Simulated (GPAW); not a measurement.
# Ba2NF (R-3m): one start, several treatments of the self-energy

Aim: compare treatments of exchange, screening and correlation for the gap of Ba2NF (R-3m).

Program: GPAW 26.7.0. Level of theory: LDA and many-body steps on it, plane waves. Results are calculated unless marked as measured.

Report form: the programs' logs are mostly left out.

## (1) The structure

It takes space group R-3m (No. 166, trigonal). The conventional cell has a = 4.022 Å, b = 4.022 Å, c = 20.025 Å, α = 90.00°, β = 90.00°, γ = 120.00°. Nearest to Ba lie 3 N at 2.77 Å and 3 F at 2.95 Å. Nearest to N lie 6 Ba at 2.77 Å. Nearest to F lie 6 Ba at 2.95 Å. Farther neighbours and most contacts between anions are not listed.

Coordinates:

```xyz
4
Lattice="2.0108 1.1609 6.6751 -2.0108 1.1609 6.6751 0.0000 -2.3219 6.6751" Properties=species:S:1:pos:R:3 pbc="T T T"
Ba    0.0000    0.0000   15.1720
Ba    0.0000    0.0000    4.8533
N     0.0000    0.0000   10.0127
F     0.0000    0.0000    0.0000
```

The cell and positions are those that the Materials Project relaxed with its own functionals (PBE, PBE+U or r2SCAN), kept fixed. Spin-orbit coupling is left out unless a step names it.

## (2) Empty states on the mesh, 4×4×4 mesh, 222 bands

This step: GPAW 26.7.0; DFT, LDA, plane waves, PAW.

The sums over transitions need many empty states on a uniform mesh; this step solves for them.

Input file run.py:

```python
import json
import numpy as np
from gpaw.mpi import world
from gpaw import GPAW

calc = GPAW('gs.gpw').fixed_density(kpts={'size': (4, 4, 4), 'gamma': True},
    nbands=259,
    convergence={'bands': 222},
    txt='nscf.txt')
calc.write('full.gpw', mode='all')
res = {}
kpts = calc.get_ibz_k_points()
res['kpts'] = kpts
res['eigenvalues'] = [calc.get_eigenvalues(kpt=k) for k in range(len(kpts))]
res['n_electrons'] = calc.get_number_of_electrons()

if world.rank == 0:
    with open('result.json', 'w') as f:
        json.dump(res, f, default=lambda x: x.tolist())
```

On the command line:

```bash
mpirun -n 4 gpaw python run.py
```

The job ended after 3.5 min (4 MPI ranks of Arm Neoverse V1, shared host; peak memory 1.3 GiB; 14 min of CPU time).

This step gave:

| Item | Value |
| --- | --- |
| gap | 0.9100 eV |
| k of the valence top | 0.5, 0.5, 0 |
| k of the conduction bottom | 0.5, 0.5, 0 |
| least direct gap | 0.9100 eV |
| k points computed | 13 |
| lowest point of the top converged band, above the valence top | 88.0037 eV |

On this mesh the gap is 0.910 eV.

## (3) G0W0, Godby-Needs plasmon pole

Now the one-shot GW correction: screening in the RPA, then the self-energy of the levels asked for.

This step: G0W0 on LDA, plane waves, PAW.

Input file run.py:

```python
import json
import numpy as np
from gpaw.mpi import world
from gpaw.response.g0w0 import G0W0

gw = G0W0('full.gpw',
    filename='gw',
    kpts=[0, 10],
    bands=(14, 18),
    ecut=60,
    nbands=98,
    integrate_gamma='WS',
    ppa=True)
gw.calculate()
res = {mode: {k: v for k, v in r.items() if k != 'sigma_eskwn'}
       for mode, r in gw.all_results.items()}

if world.rank == 0:
    with open('result.json', 'w') as f:
        json.dump(res, f, default=lambda x: x.tolist())
```

On the command line:

```bash
mpirun -n 4 gpaw python run.py
```

The job ended after 4.7 min (4 MPI ranks; peak memory 2.6 GiB; 19 min of CPU time).

This step gave:

```yaml
g0w0_gap_on_the_points_computed: 1.620 eV
least_direct_g0w0_gap_on_the_computed_points: 1.620 eV
z_at_the_valence_top: 0.7673
z_at_the_conduction_bottom: 0.8317
starting_gap_on_the_mesh: 0.9100 eV
k_of_the_valence_top: 0.5, 0.5, 0
k_of_the_conduction_bottom: 0.5, 0.5, 0
```

The gap on the mesh goes from 0.91 eV to 1.62 eV, a correction of +0.71 eV.

## (4) One-shot HSE06

This step: one-shot HSE06 levels on LDA orbitals, plane waves, PAW.

Input file run.py:

```python
import json
import numpy as np
from gpaw.mpi import world
from gpaw.hybrids.eigenvalues import non_self_consistent_eigenvalues

dft, vxc, vxc_hyb = non_self_consistent_eigenvalues('full.gpw', 'HSE06', 14, 18, kpt_indices=[0, 10])
res = {'dft': dft[0], 'hybrid': (dft - vxc + vxc_hyb)[0]}
if world.rank == 0:
    with open('hybrid.txt', 'w') as f:
        for k, e0, e1 in zip([0, 10], res['dft'], res['hybrid']):
            print(k, ' '.join(f'{x:9.4f}' for x in e0), '|', ' '.join(f'{x:9.4f}' for x in e1), file=f)

if world.rank == 0:
    with open('result.json', 'w') as f:
        json.dump(res, f, default=lambda x: x.tolist())
```

On the command line:

```bash
mpirun -n 4 gpaw python run.py
```

Run time: 9.6 s. Hardware: 4 MPI ranks; peak memory 2 GiB; 38 s of CPU time.

This step gave:

* starting gap on the mesh: 0.9100 eV
* hybrid gap on the mesh: 2.191 eV
* least direct hybrid gap on the computed points: 2.191 eV

## (5) G0W0, extrapolated in the cutoff

This step: G0W0 on LDA, plane waves, PAW.

Input file run.py:

```python
import json
import numpy as np
from gpaw.mpi import world
from gpaw.response.g0w0 import G0W0

gw = G0W0('full.gpw',
    filename='gw',
    kpts=[0, 10],
    bands=(14, 18),
    ecut=100.0,
    integrate_gamma='WS',
    ppa=True,
    ecut_extrapolation=True)
gw.calculate()
res = {mode: {k: v for k, v in r.items() if k != 'sigma_eskwn'}
       for mode, r in gw.all_results.items()}

if world.rank == 0:
    with open('result.json', 'w') as f:
        json.dump(res, f, default=lambda x: x.tolist())
```

On the command line:

```bash
mpirun -n 4 gpaw python run.py
```

The job ended after 11 min (4 MPI ranks; peak memory 2.8 GiB; 45 min of CPU time).

This step gave:

```yaml
quasiparticle_gap_on_the_points_computed: 1.901 eV
least_direct_quasiparticle_gap_on_the_computed_points: 1.901 eV
z_at_the_valence_top: 0.7466
z_at_the_conduction_bottom: 0.8294
starting_gap_on_the_mesh: 0.9100 eV
k_of_the_valence_top: 0.5, 0.5, 0
k_of_the_conduction_bottom: 0.5, 0.5, 0
gaps_at_the_cutoffs_of_the_extrapolation: 1.698, 1.718, 1.740 eV
```

Against G0W0 in GPAW (4×4×4 mesh, 98 bands, screening to 60 eV, Godby-Needs plasmon pole), the gap moves by +0.281 eV.

## (6) One-shot PBE0

This step: one-shot PBE0 levels on LDA orbitals, plane waves, PAW.

Input file run.py:

```python
import json
import numpy as np
from gpaw.mpi import world
from gpaw.hybrids.eigenvalues import non_self_consistent_eigenvalues

dft, vxc, vxc_hyb = non_self_consistent_eigenvalues('full.gpw', 'PBE0', 14, 18, kpt_indices=[0, 10])
res = {'dft': dft[0], 'hybrid': (dft - vxc + vxc_hyb)[0]}
if world.rank == 0:
    with open('hybrid.txt', 'w') as f:
        for k, e0, e1 in zip([0, 10], res['dft'], res['hybrid']):
            print(k, ' '.join(f'{x:9.4f}' for x in e0), '|', ' '.join(f'{x:9.4f}' for x in e1), file=f)

if world.rank == 0:
    with open('result.json', 'w') as f:
        json.dump(res, f, default=lambda x: x.tolist())
```

On the command line:

```bash
mpirun -n 4 gpaw python run.py
```

The job ended after 7.4 s (4 MPI ranks; peak memory 1.9 GiB; 29 s of CPU time).

Numbers from this step:

- starting gap on the mesh: 0.9100 eV
- hybrid gap on the mesh: 2.928 eV
- least direct hybrid gap on the computed points: 2.928 eV

## (7) G0W0, full frequency, Hilbert transform

This step: G0W0 on LDA, plane waves, PAW.

Input file run.py:

```python
import json
import numpy as np
from gpaw.mpi import world
from gpaw.response.g0w0 import G0W0

gw = G0W0('full.gpw',
    filename='gw',
    kpts=[0, 10],
    bands=(14, 18),
    ecut=60,
    nbands=98,
    integrate_gamma='WS',
    frequencies={'type': 'nonlinear', 'domega0': 0.1, 'omega2': 15.0},
    eta=0.1,
    nblocksmax=True)
gw.calculate()
res = {mode: {k: v for k, v in r.items() if k != 'sigma_eskwn'}
       for mode, r in gw.all_results.items()}

if world.rank == 0:
    with open('result.json', 'w') as f:
        json.dump(res, f, default=lambda x: x.tolist())
```

On the command line:

```bash
mpirun -n 4 gpaw python run.py
```

The job ended after 4.1 min (4 MPI ranks; peak memory 2.7 GiB).

This step gave:

```
G0W0 gap on the points computed              : 1.632 eV
least direct G0W0 gap on the computed points : 1.632 eV
starting gap on the mesh                     : 0.9100 eV
k of the valence top                         : 0.5, 0.5, 0
k of the conduction bottom                   : 0.5, 0.5, 0
```

Against G0W0 in GPAW (4×4×4 mesh, 98 bands, screening to 60 eV, Godby-Needs plasmon pole), the gap moves by +0.012 eV.

## (8) The runs together

Times are wall times on 4 MPI ranks of Arm Neoverse V1, shared host, good to a factor of about two.

| run | mesh | bands | screening cutoff (eV) | DFT gap (eV) | gap on the mesh (eV) | direct (eV) | time |
| --- | --- | --- | --- | --- | --- | --- | --- |
| G0W0, Godby-Needs plasmon pole | 4×4×4 | 98 | 60 | 0.910 | 1.620 | 1.620 | 4.7 min |
| one-shot HSE06 | 4×4×4 | - | - | 0.910 | 2.191 | 2.191 | 9.6 s |
| G0W0, extrapolated in the cutoff | 4×4×4 | - | 100 | 0.910 | 1.901 | 1.901 | 11 min |
| one-shot PBE0 | 4×4×4 | - | - | 0.910 | 2.928 | 2.928 | 7.4 s |
| G0W0, full frequency, Hilbert transform | 4×4×4 | 98 | 60 | 0.910 | 1.632 | 1.632 | 4.1 min |

## (9) Outcome

```json
{"G0W0, Godby-Needs plasmon pole": "1.620 eV", "one-shot HSE06": "2.191 eV", "G0W0, extrapolated in the cutoff": "1.901 eV", "one-shot PBE0": "2.928 eV", "G0W0, full frequency, Hilbert transform": "1.632 eV", "known limits": "not at the basis limit; no spin-orbit coupling"}
```

In words: One-shot HSE06: +0.571 eV against G0W0, Godby-Needs plasmon pole. G0W0, extrapolated in the cutoff: +0.281 eV against G0W0, Godby-Needs plasmon pole, at other bands or cutoff, so not like for like. One-shot PBE0: +1.308 eV against G0W0, Godby-Needs plasmon pole. G0W0, full frequency, Hilbert transform: +0.012 eV against G0W0, Godby-Needs plasmon pole. One-shot hybrid levels are evaluated on the LDA orbitals. Bands and cutoff are finite, so the gap is not at the basis limit. The miss can reach some tenths of an eV and take either sign; the mesh is an error of its own. These stock PAW sets were not made for GW. In the G0W0 runs levels were corrected at 2 k points alone, so a gap called «on the mesh» is the least over those, and an edge elsewhere would be missed. The program warns of a poor linear fit in the extrapolation of some level, so the extrapolated values are rough. The many-body steps are scalar-relativistic: spin-orbit coupling is not in them.

[Paths, hosts, dates, memory and timing lines, banners, echoed tables and standing remarks are left out of the program output.]

[Logs are printed without paths, hosts, clocks, repeated set-up lines and the standing remarks that a program may print on its own settings, such as how far it seeks lower states.]

[Runs of the session that timed out or met a known fault of the program may be left out.]

[Hosts, paths, dates, database ids (printed as entryN), source tags and the programs' standing remarks are cut or masked in the printed files.]
